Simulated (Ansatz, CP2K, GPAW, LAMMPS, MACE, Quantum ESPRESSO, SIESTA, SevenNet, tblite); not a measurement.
# Running glassy 48SiO2-36B2O3-8MgO-8CaO (mol %) (89 atoms) with GPAW, part 2 of 2

How do the settings of GPAW change the result for glassy 48SiO2-36B2O3-8MgO-8CaO (mol %) (89 atoms)? A plane-wave run serves as the yardstick.

Program: GPAW 26.7.0; the method stands at each step. Banners, paths, timers and routine set-up lines are dropped from the logs unmarked, and long logs keep their key lines alone; longer cuts are marked.

So far. Step 3 (RPBE, LCAO dzp, h 0.18 Å): Against the first run (20 %), the force difference from the reference is 25 %, at 1.0 times the CPU time; the model has changed, so this is no error of the program alone. Step 4 (PBE, LCAO dzp, h 0.16 Å): Against the first run (20 %), the force difference from the reference is 20 %, at 1.6 times the CPU time (on 2 against 1 cores): the change moves forces by 24 meV/Å r.m.s., so most of the difference comes from elsewhere.

## (5) PBE, LCAO sz(dzp), h 0.18 Å

Method: Kohn-Sham DFT, PBE, PAW, atomic orbitals (sz(dzp)).

The input, run.py:

```python
import numpy as np
from ase.io import read
from gpaw import GPAW, FermiDirac

atoms = read("structure.xyz")
atoms.calc = GPAW(
    mode="lcao",
    basis="sz(dzp)",
    h=0.18,
    xc="PBE",
    kpts={"size": (1, 1, 1), "gamma": True},
    occupations=FermiDirac(0.05),
    maxiter=200,
    symmetry={"point_group": False},
    txt="gpaw.txt",
)
energy = atoms.get_potential_energy(force_consistent=True)
forces = atoms.get_forces()
print(f"energy {energy:.6f} eV")
print("forces (eV/A)")
for i, (a, f) in enumerate(zip(atoms, forces)):
    print(f"{i:4d} {a.symbol:2s} {f[0]:10.5f} {f[1]:10.5f} {f[2]:10.5f}")
print(f"Fermi level {atoms.calc.get_fermi_level():.4f} eV")
for k in range(len(atoms.calc.get_ibz_k_points())):
    for s in range(atoms.calc.get_number_of_spins()):
        e = atoms.calc.get_eigenvalues(kpt=k, spin=s)
        n = np.searchsorted(e, atoms.calc.get_fermi_level())
        print(f"k {k} spin {s} levels about the Fermi level:", np.round(e[max(n - 6, 0):n], 4).tolist(), "|", np.round(e[n:n + 6], 4).tolist())
```

The input, structure.xyz:

```xyz
89
Lattice="10.20454 0.00000 0.00000 0.00000 10.20454 0.00000 0.00000 0.00000 10.20454" Properties=species:S:1:pos:R:3 pbc="T T T"
[... 89 atom lines left out: the same atoms as in the first run ...]
```

Started as:

```bash
$ OMP_NUM_THREADS=1 python run.py > output.txt
```

Output:

```text
energy -521.060081 eV
forces (eV/A)
   0 Si    1.56455    1.83932    0.29797
   1 Si   -3.46430    1.08406    0.81001
   2 Si   -1.10332    0.56794    1.04039
   3 Si   -1.40323    3.79147    1.05568
   4 Si    2.38424    0.45752    0.18287
   5 Si    1.96965    1.52321    1.13829
   6 Si    1.56166    1.42636   -2.75927
   7 Si   -1.47102    0.04508    0.16895
   8 Si    2.87813    3.52022    0.24337
   9 Si    0.40373   -0.24385    0.99864
  10 Si    1.38423   -0.25138   -2.08899
  11 Si    0.91766    1.41710   -2.54397
[...]
84 O    -2.28518   -1.33259   -0.93931
  85 O     0.31751   -0.93929   -1.58030
  86 O    -0.39328    0.35440    3.84778
  87 O    -2.75074    0.47775   -0.22088
  88 O    -0.27035   -1.90342    2.84996
Fermi level 5.5066 eV
k 0 spin 0 levels about the Fermi level: [3.0257, 3.1293, 3.243, 3.6068, 4.2617, 4.4803] | [6.5338, 6.9875, 7.2679, 7.3876, 7.4566, 7.812]
```

gpaw.txt:

```text
Input parameters:
  mode=LCAO(),
  basis={'default': 'sz(dzp)'},
  h=0.18,
  kpts=MonkhorstPack(size=(1, 1, 1), gamma=True),
  maxiter=200,
  occupations=Occupations(name='fermi-dirac', width=0.05, fixmagmom=False),
  symmetry=Symmetry(point_group=False),
  xc=XC(name='PBE')
[... lines left out ...]
  Fermi-Dirac:
[... lines left out ...]
convergence criteria:
- Maximum [total energy] change in last 3 cyles: 0.0005 eV / valence electron
[... lines left out ...]
Converged in 10 steps
[... lines left out ...]
  Free energy:    -521.060081
[... lines left out ...]
Fermi level: 5.507
[... lines left out ...]
|          0 |       -72.405 |     2.000 |
|        ... |               |           |
|        228 |         2.802 |     2.000 |
|        229 |         2.889 |     2.000 |
[...]
|        243 |         8.038 |     0.000 |
|        ... |               |           |
|        287 |        12.341 |     0.000 |
Gap: 2.053 eV
Transition (v -> c):
  (s=0, k=0, n=235, [0.00, 0.00, 0.00]) -> (s=0, k=0, n=236, [0.00, 0.00, 0.00])
No difference between direct/indirect transitions
Force computation time: 7.634  # s
timing:  # [seconds]
  Total:  54.416  # ━━━━━━━━━━━━━━━━━━━━━━━━━━━━━━━━━━━━━━━━━━━━━━━━━━━━━━━━━
  Init:    8.219  # ━━━━━━━━╸
  SCF:    38.529  # ━━━━━━━━━━━━━━━━━━━━━━━━━━━━━━━━━━━━━━━━╸
  Forces:  7.634  # ━━━━━━━━
```

It took 56 s on 1 thread of Arm Neoverse V1, shared host; peak memory 1.1 GiB.

Compared with the plane-wave run:

- r.m.s. force component: 1.555 eV/Å
- r.m.s. difference of force components: 901.3 meV/Å
- longest difference of force vectors: 3432 meV/Å
- force difference over r.m.s. force: 71.47 %
- slope of forces against the reference's: 1.004
- correlation of force components: 0.8148
- gap (highest filled to lowest empty level): 2.054 eV
- gap difference: -0.7641 eV

This is a coarse setting, run to see what it loses.

Against the first run (20 %), the force difference from the reference is 71 %, at 0.31 times the CPU time, with 382 basis functions against 1201: the smaller basis costs accuracy.

## (6) The ladder

Differences are against the plane-wave reference, forces as r.m.s. over components; share is that over the reference's r.m.s. force, slope the least-squares factor from reference forces to these. Total energies of different programs have different zeros and aren't compared.

| run | Δ force, r.m.s. (meV/Å) | share (%) | slope | Δ gap (eV) | cores | CPU time | memory (GiB) |
| --- | --- | --- | --- | --- | --- | --- | --- |
| reference | - | - | - | - | 4 | 11 min | 3.0 |
| GPAW PBE, LCAO dzp, h 0.18 Å | 258 | 20.5 | 1.048 | -0.134 | 1 | 3 min | 1.4 |
| GPAW RPBE, LCAO dzp, h 0.18 Å | 310 | 24.6 | 1.063 | -0.0521 | 1 | 3 min | 1.4 |
| GPAW PBE, LCAO dzp, h 0.16 Å | 256 | 20.3 | 1.050 | -0.132 | 2 | 4.7 min | 2.3 |
| GPAW PBE, LCAO sz(dzp), h 0.18 Å (coarse) | 901 | 71.5 | 1.004 | -0.764 | 1 | 56 s | 1.1 |

Rows marked coarse were listed beforehand as settings not expected to be converged; some can still land near the reference.

CPU time is summed over cores on a shared host, where runs went side by side, so it is rough. Symmetry, cutoffs, thresholds, outputs and thread counts weren't matched or tuned between programs; memory under MPI is the largest rank's times the ranks.

Within one program, basis, potentials and functional, energies share a zero. Each run against its twin at the usual cutoff or grid and solver:

| run | twin | Δ energy (meV/atom) | Δ force, r.m.s. (meV/Å) | CPU time over the twin's |
| --- | --- | --- | --- | --- |
| GPAW PBE, LCAO dzp, h 0.16 Å | LCAO dzp, h 0.18 Å | -47.2 | 24.0 | 1.6 (this twin ran on 1 cores) |

## (7) What came out

```
nearest in forces : a tie at 20 % of 2 runs: GPAW PBE, LCAO dzp, h 0.18 Å; GPAW PBE, LCAO dzp, h 0.16 Å
```

In words: The PBE runs in local orbitals, coarse settings apart, differ by 20 % in each run; basis, grid and potentials can all enter. Rows with another functional or a dispersion term differ by 25 % (GPAW RPBE, LCAO dzp, h 0.18 Å), which mixes the change of model with differences of basis and potentials. Runs with settings chosen to be coarse differ by 71 % (GPAW PBE, LCAO sz(dzp), h 0.18 Å), their programs' other errors included. Of the electronic-structure runs that take under half the reference's CPU time, GPAW PBE, LCAO dzp, h 0.16 Å is among the nearest, at 20 % in 4.7 min against 11 min. At the same functional, gaps differ from the reference's 2.82 eV by between -0.76 and -0.13 eV. The potentials hold different valence shells: 456 electrons in the reference, 472 in GPAW; this bears on time and differences. The quench rate of 50 K/ps is many orders above laboratory rates, so the cell is likely richer in defects and strain than a real sample. The network of bonds at the start is that of the classical potential that made the cell, and needn't be the one that DFT or experiment would give. The electronic-structure runs sample only Γ, in a cell whose shortest periodic width is 10 Å.

[Also dropped from logs without a mark: logging warnings of Python, and SIESTA's first energy breakdown and zero terms.]

[Logs are printed without paths, hosts, clocks, repeated set-up lines and the standing remarks that a program may print on its own settings, such as how far it seeks lower states.]

[Hosts, paths, dates, database ids (printed as entryN), source tags and the programs' standing remarks are cut or masked in the printed files.]
